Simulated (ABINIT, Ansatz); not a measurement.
# Na3OBr (Pm-3m): G0W0 on several meshes in ABINIT

How does the mesh move the gap of Na3OBr (Pm-3m)?

Program: ABINIT 10.8.3. Level of theory: PBEsol and many-body steps on it, plane waves. Results are calculated unless marked as measured.

### 1. Set-up

The structure is cubic, space group Pm-3m (No. 221). Conventional cell: a = 4.533 Å, b = 4.533 Å, c = 4.533 Å, α = 90.00°, β = 90.00°, γ = 90.00°. Nearest to Na lie 2 O at 2.27 Å and 8 Na at 3.21 Å and 4 Br at 3.21 Å. Nearest to Br lie 12 Na at 3.21 Å. Nearest to O lie 6 Na at 2.27 Å. Farther neighbours and most contacts between anions are not listed.

As a file:

```cif
data_structure
_symmetry_space_group_name_H-M 'Pm-3m'
_symmetry_Int_Tables_number 221
_cell_length_a 4.5331
_cell_length_b 4.5331
_cell_length_c 4.5331
_cell_angle_alpha 90.000
_cell_angle_beta 90.000
_cell_angle_gamma 90.000
_cell_volume 93.15
loop_
_atom_site_label
_atom_site_type_symbol
_atom_site_symmetry_multiplicity
_atom_site_Wyckoff_symbol
_atom_site_fract_x
_atom_site_fract_y
_atom_site_fract_z
_atom_site_occupancy
Na1 Na 3 c 0.00000 0.50000 0.50000 1
Br1 Br 1 a 0.00000 0.00000 0.00000 1
O1 O 1 b 0.50000 0.50000 0.50000 1
```

The cell and positions are those that the Materials Project relaxed with its own functionals (PBE, PBE+U or r2SCAN), kept fixed.

### 2. Empty states on the mesh, 2×2×2 mesh, 187 bands

This step: ABINIT 10.8.3; DFT, PBEsol, plane waves, norm-conserving pseudopotentials.

The sums over transitions need many empty states on a uniform mesh; this step solves for them.

The input, run.abi:

```
acell 3*1.0 Angstrom
rprim 
  4.533130000000 0.000000000000 0.000000000000
  0.000000000000 4.533130000000 0.000000000000
  0.000000000000 0.000000000000 4.533130000000
ntypat 3
znucl 11 35 8
natom 5
typat 1 1 1 2 3
xred 
  0.000000000000 0.500000000000 0.500000000000
  0.500000000000 0.000000000000 0.500000000000
  0.500000000000 0.500000000000 0.000000000000
  0.000000000000 0.000000000000 0.000000000000
  0.500000000000 0.500000000000 0.500000000000
pp_dirpath "pseudos"
pseudos "Na.upf, Br.upf, O.upf"
ecut 38
ngkpt 2 2 2
nshiftk 1
shiftk 0 0 0
kptopt 1
chksymbreak 0
iscf -2
irdden 1
istwfk *1
nband 187
nbdbuf 16
tolwfr 1e-09
nstep 60
prtvol 0
indata_prefix "in"
outdata_prefix "out"
tmpdata_prefix "tmp"
```

Launch:

```
OMP_NUM_THREADS=1 mpirun -n 4 abinit run.abi > log
```

Numbers of over 12 decimals in the logs are rounded to 6 here.

Log:

```text
.Version 10.8.3 of ABINIT. v10.8.2 released Aug 2026.

 Symmetries : space group Pm -3 m (#221); Bravais cP (primitive cubic)
[... echo of the input left out ...]
== DATASET  1 ==================================================================
-   mpi_nproc: 4, omp_nthreads: 1 (-1 if OMP is not activated)

--- !DatasetInfo
iteration_state: {dtset: 1, }
dimensions: {natom: 5, nkpt: 4, mband: 187, nsppol: 1, nspinor: 1, nspden: 1, mpw: 7088, }
cutoff_energies: {ecut:  38.0, pawecutdg:  -1.0, }
[...]
2.72497    2.74790    2.74790    2.74790    2.76920    2.76920    2.76920    2.82376
   2.82376    2.82376    2.85584    2.85584    2.91065    2.91067    2.96552    2.96605
   2.96837    2.99037    3.00798
 prteigrs : prtvol=0 or 1, do not print more k-points.

== END DATASET(S) ==============================================================
================================================================================

 -outvars: echo values of variables after computation  --------
            nband         187
             nkpt           4
          spgroup         221
 [... the other variables as echoed above ...]

 Calculation completed.
```

It took 53 s on 4 MPI ranks of Arm Neoverse V1, shared host; peak memory 0.42 GiB; 3.5 min of CPU time.

Numbers from this step:

```yaml
gap: 1.960 eV
k_of_the_valence_top: 0, 0, 0
k_of_the_conduction_bottom: 0, 0, 0
least_direct_gap: 1.960 eV
k_points_computed: 4
lowest_point_of_the_top_converged_band_above_the_valence_top: 73.2231 eV
```

On this mesh the gap is 1.960 eV.

The density comes from a self-consistent run that is not shown.

### 3. Screening, 2×2×2 mesh, 81 bands, screening to 114.3 eV

The RPA dielectric matrix is built and inverted for each q.

This step: RPA screening on PBEsol, plane waves, norm-conserving pseudopotentials.

Edit run.abi of step 2 so:

```diff
@@ -23,10 +23,11 @@
 chksymbreak 0
-iscf -2
-irdden 1
 istwfk *1
-nband 187
-nbdbuf 16
-tolwfr 1e-09
-nstep 60
-prtvol 0
+occopt 1
+irdwfk 1
+optdriver 3
+nband 81
+ecuteps 4.2
+inclvkb 2
+awtr 1
+symchi 1
 indata_prefix "in"
```

Log:

```text
.Version 10.8.3 of ABINIT. v10.8.2 released Aug 2026.

 Symmetries : space group Pm -3 m (#221); Bravais cP (primitive cubic)
[... echo of the input left out ...]
== DATASET  1 ==================================================================
-   mpi_nproc: 4, omp_nthreads: 1 (-1 if OMP is not activated)

--- !DatasetInfo
iteration_state: {dtset: 1, }
dimensions: {natom: 5, nkpt: 4, mband: 81, nsppol: 1, nspinor: 1, nspden: 1, mpw: 7088, }
cutoff_energies: {ecut:  38.0, pawecutdg:  -1.0, }
electrons: {nelect:   4.00000000E+01, charge:   0.00000000E+00, occopt:   1.00000000E+00, tsmear:   1.00000000E-02, }

 SCREENING: Calculation of the susceptibility and dielectric matrices

 Based on a program developped by R.W. Godby, V. Olevano, G. Onida, and L. Reining.
 Incorporated in ABINIT by V. Olevano, G.-M. Rignanese, and M. Torrent.
.Using double precision arithmetic ; gwpc =  8

[... cell and pseudopotentials left out ...]
--------------------------------------------------------------------------------

 ==== K-mesh for the wavefunctions ====
 Number of points in the irreducible wedge :     4
[... list of points left out ...]
 Together with 48 symmetry operations and time-reversal symmetry
 yields     8 points in the full Brillouin Zone.

 ==== Q-mesh for the screening function ====
 Number of points in the irreducible wedge :     4
[... list of points left out ...]
 Together with 48 symmetry operations and time-reversal symmetry
 yields     8 points in the full Brillouin Zone.

 setmesh: FFT mesh size selected  =    32x   32x   32
          total number of points  =        32768

 vcoul_init : cutoff-mode = AUXILIARY_FUNCTION
 q-points for optical limit:   1
     1)      0.000010    0.000020    0.000030

- screening: taking advantage of time-reversal symmetry
- Maximum band index for partially occupied states nbvw = 20
- Remaining bands to be divided among processors   nbcw = 61
- Number of bands treated by each node ~15

 Number of electrons calculated from density =   40.0000; Expected =   40.0000
 average of density, n =  0.063631
 r_s =    1.5539
 omega_plasma =   24.3327 [eV]

 calculating chi0 at frequencies [eV] :
  1    0.000000E+00    0.000000E+00
  2    0.000000E+00    2.433268E+01

--------------------------------------------------------------------------------
  q-point number  1        q = ( 0.000000, 0.000000, 0.000000) [r.l.u.]
--------------------------------------------------------------------------------
[... chi0 elements left out ...]
 For q-point:  0.000010 0.000020 0.000030
  dielectric constant =   4.3663
  dielectric constant without local fields =   4.8423

  Average fulfillment of the sum rule on Im[epsilon] for q-point    1 :     35.52  [%]
[... wings left out ...]
  q-point number  2        q = ( 0.500000, 0.000000, 0.000000) [r.l.u.]
--------------------------------------------------------------------------------
[... chi0 elements left out ...]
  Average fulfillment of the sum rule on Im[epsilon] for q-point    2 :     41.52  [%]

 [... 2 further q-points ...]
```

It took 9.8 s on 4 MPI ranks; peak memory 0.8 GiB; 39 s of CPU time.

Numbers from this step:

```
ε∞ with local fields, on this mesh, along the program's q direction : 4.366
the same without local fields                                       : 4.842
plasma frequency                                                    : 24.33 eV
plane waves in the screening matrix                                 : 251
```

Local fields lower ε∞ by 10 %. On a Γ-centred mesh this coarse the value itself is usually too large, while a short band sum pulls it down.

### 4. 2×2×2

The self-energy is evaluated for the states that the input lists, and the levels follow from it, in one-shot runs by the linearised quasiparticle equation.

This step: G0W0 on PBEsol, plane waves, norm-conserving pseudopotentials.

Edit run.abi of step 3 so:

```diff
@@ -26,8 +26,15 @@
 irdwfk 1
-optdriver 3
+optdriver 4
 nband 81
+gwcalctyp 0
+ecutsigx 38
+symsigma 1
+nkptgw 1
+kptgw 
+  0.0000000000 0.0000000000 0.0000000000
+bdgw 
+  18 23
 ecuteps 4.2
-inclvkb 2
-awtr 1
-symchi 1
+irdscr 1
+ppmodel 1
 indata_prefix "in"
```

Log:

```text
.Version 10.8.3 of ABINIT. v10.8.2 released Aug 2026.

 Symmetries : space group Pm -3 m (#221); Bravais cP (primitive cubic)
[... echo of the input left out ...]
== DATASET  1 ==================================================================
-   mpi_nproc: 4, omp_nthreads: 1 (-1 if OMP is not activated)

--- !DatasetInfo
iteration_state: {dtset: 1, }
dimensions: {natom: 5, nkpt: 4, mband: 81, nsppol: 1, nspinor: 1, nspden: 1, mpw: 7088, }
cutoff_energies: {ecut:  38.0, pawecutdg:  -1.0, }
electrons: {nelect:   4.00000000E+01, charge:   0.00000000E+00, occopt:   1.00000000E+00, tsmear:   1.00000000E-02, }

 SIGMA: Calculation of the GW corrections

 Based on a program developped by R.W. Godby, V. Olevano, G. Onida, and L. Reining.
 Incorporated in ABINIT by V. Olevano, G.-M. Rignanese, and M. Torrent.
.Using double precision arithmetic ; gwpc =  8

[... cell and pseudopotentials left out ...]
--------------------------------------------------------------------------------

 ==== K-mesh for the wavefunctions ====
 Number of points in the irreducible wedge :     4
[... list of points left out ...]
 Together with 48 symmetry operations and time-reversal symmetry
 yields     8 points in the full Brillouin Zone.

 ==== Q-mesh for screening function ====
 Number of points in the irreducible wedge :     4
[... list of points left out ...]
 Together with 48 symmetry operations and time-reversal symmetry
 yields     8 points in the full Brillouin Zone.

 vcoul_init : cutoff-mode = AUXILIARY_FUNCTION
 q-points for optical limit:   1
     1)      0.000010    0.000020    0.000030
 setmesh: FFT mesh size selected  =    48x   48x   48
          total number of points  =       110592

 Number of electrons calculated from density =   40.0000; Expected =   40.0000
 average of density, n =  0.063631
 r_s =    1.5539
 omega_plasma =   24.3327 [eV]

 === KS Band Gaps ===
  >>>> For spin  1
   Minimum direct gap =   1.9597 [eV], located at k-point      :   0.0000  0.0000  0.0000
   Fundamental gap    =   1.9597 [eV], Top of valence bands at :   0.0000  0.0000  0.0000
                                       Bottom of conduction at :   0.0000  0.0000  0.0000
 SIGMA fundamental parameters:
 PLASMON POLE MODEL  1
 number of plane-waves for SigmaX                 7075
 number of plane-waves for SigmaC and W            251
 number of plane-waves for wavefunctions          7075
 number of bands                                    81
 number of independent spin polarizations            1
 number of spinorial components                      1
 number of k-points in IBZ                           4
 number of q-points in IBZ                           4
 number of symmetry operations                      48
 number of k-points in BZ                            8
 number of q-points in BZ                            8
 number of frequencies for dSigma/dE                 9
 frequency step for dSigma/dE [eV]                0.25
 number of omega for Sigma on real axis              0
 max omega for Sigma on real axis  [eV]           0.00
 zcut for avoiding poles [eV]                     0.10

 EPSILON^-1 parameters (SCR file):
 dimension of the eps^-1 matrix on file            251
 dimension of the eps^-1 matrix used               251
 number of plane-waves for wavefunctions          7075
 number of bands                                    81
 number of q-points in IBZ                           4
 number of frequencies                               2
 number of real frequencies                          1
 number of imag frequencies                          1

 matrix elements of self-energy operator (all in [eV])

 Perturbative Calculation

--- !SelfEnergy_ee
iteration_state: {dtset: 1, }
kpoint     : [   0.000,    0.000,    0.000, ]
spin       : 1
KS_gap     :    1.960
QP_gap     :    3.260
Delta_QP_KS:    1.300
data: !SigmaeeData |
     Band     E0 <VxcDFT>   SigX SigC(E0)      Z dSigC/dE  Sig(E)    E-E0       E
       18   1.551 -17.848 -23.042   4.605   0.740  -0.351 -18.284  -0.436   1.115
       19   1.551 -17.848 -23.042   4.605   0.740  -0.351 -18.284  -0.436   1.115
       20   1.551 -17.848 -23.042   4.605   0.740  -0.351 -18.284  -0.436   1.115
       21   3.511  -8.394  -4.327  -3.029   0.833  -0.201  -7.530   0.864   4.375
       22   6.438  -7.179  -2.942  -3.235   0.836  -0.196  -6.341   0.838   7.276
       23   6.438  -7.179  -2.942  -3.235   0.836  -0.196  -6.341   0.838   7.276

== END DATASET(S) ==============================================================
================================================================================

 -outvars: echo values of variables after computation  --------
           etotal      0.0000000000E+00
            nband          81
             nkpt           4
          spgroup         221
 [... the other variables as echoed above ...]

 Calculation completed.
```

Elapsed: 4.9 s, on 4 MPI ranks; peak memory 0.8 GiB.

Numbers from this step:

```yaml
g0w0_gap_on_the_points_computed: 3.26 eV
starting_gap_on_the_mesh: 1.960 eV
k_of_the_valence_top: 0, 0, 0
k_of_the_conduction_bottom: 0, 0, 0
z_at_the_valence_top: 0.74
z_at_the_conduction_bottom: 0.833
least_direct_g0w0_gap_on_the_computed_points: 3.26 eV
```

The gap on the mesh goes from 1.96 eV to 3.26 eV, a correction of +1.30 eV.

### 5. Empty states on the mesh, 4×4×4 mesh, 89 bands

This step: DFT, PBEsol, plane waves, norm-conserving pseudopotentials.

Edit run.abi of step 4 so:

```diff
@@ -18,3 +18,3 @@
 ecut 38
-ngkpt 2 2 2
+ngkpt 4 4 4
 nshiftk 1
@@ -23,18 +23,10 @@
 chksymbreak 0
+iscf -2
+irdden 1
 istwfk *1
-occopt 1
-irdwfk 1
-optdriver 4
-nband 81
-gwcalctyp 0
-ecutsigx 38
-symsigma 1
-nkptgw 1
-kptgw 
-  0.0000000000 0.0000000000 0.0000000000
-bdgw 
-  18 23
-ecuteps 4.2
-irdscr 1
-ppmodel 1
+nband 89
+nbdbuf 8
+tolwfr 1e-09
+nstep 60
+prtvol 0
 indata_prefix "in"
```

Log:

```text
.Version 10.8.3 of ABINIT. v10.8.2 released Aug 2026.

 Symmetries : space group Pm -3 m (#221); Bravais cP (primitive cubic)
[... echo of the input left out ...]
== DATASET  1 ==================================================================
-   mpi_nproc: 4, omp_nthreads: 1 (-1 if OMP is not activated)

--- !DatasetInfo
iteration_state: {dtset: 1, }
dimensions: {natom: 5, nkpt: 10, mband: 89, nsppol: 1, nspinor: 1, nspden: 1, mpw: 7088, }
cutoff_energies: {ecut:  38.0, pawecutdg:  -1.0, }
[...]
1.33959    1.33959    1.33959    1.39693    1.43048    1.43048    1.43048    1.48797
   1.48797    1.48797    1.49862    1.49862    1.49862    1.52325    1.52327    1.54045
   1.54047
 prteigrs : prtvol=0 or 1, do not print more k-points.

== END DATASET(S) ==============================================================
================================================================================

 -outvars: echo values of variables after computation  --------
            nband          89
             nkpt          10
          spgroup         221
 [... the other variables as echoed above ...]

 Calculation completed.
```

Run time: 43 s. Hardware: 4 MPI ranks; peak memory 0.39 GiB.

This step gave:

| Item | Value |
| --- | --- |
| gap | 1.960 eV |
| k of the valence top | 0, 0, 0 |
| k of the conduction bottom | 0, 0, 0 |
| least direct gap | 1.960 eV |
| k points computed | 10 |
| lowest point of the top converged band, above the valence top | 38.94 eV |

On this mesh the gap is 1.960 eV.

[end of part 1 of 2]

[Paths, hosts, dates, memory and timing lines, banners, echoed tables and standing remarks are left out of the program output.]

[Logs are printed without paths, hosts, clocks, repeated set-up lines and the standing remarks that a program may print on its own settings, such as how far it seeks lower states.]

[Runs of the session that timed out or met a known fault of the program may be left out.]

[No measured gap is set beside runs whose start may be inverted or whose files or cutoffs have a known fault.]

[Hosts, paths, dates, database ids (printed as entryN), source tags and the programs' standing remarks are cut or masked in the printed files.]

[G0W0 gaps are taken among the corrected bands and points alone; a level outside them can change the order at an edge.]

[Where Ansatz stands beside ABINIT at settings called matched, ABINIT's density can come from a denser mesh and the files from another edition; pairs whose starting gaps differed by over 0.03 eV were left out, so agreement reads better than it is.]
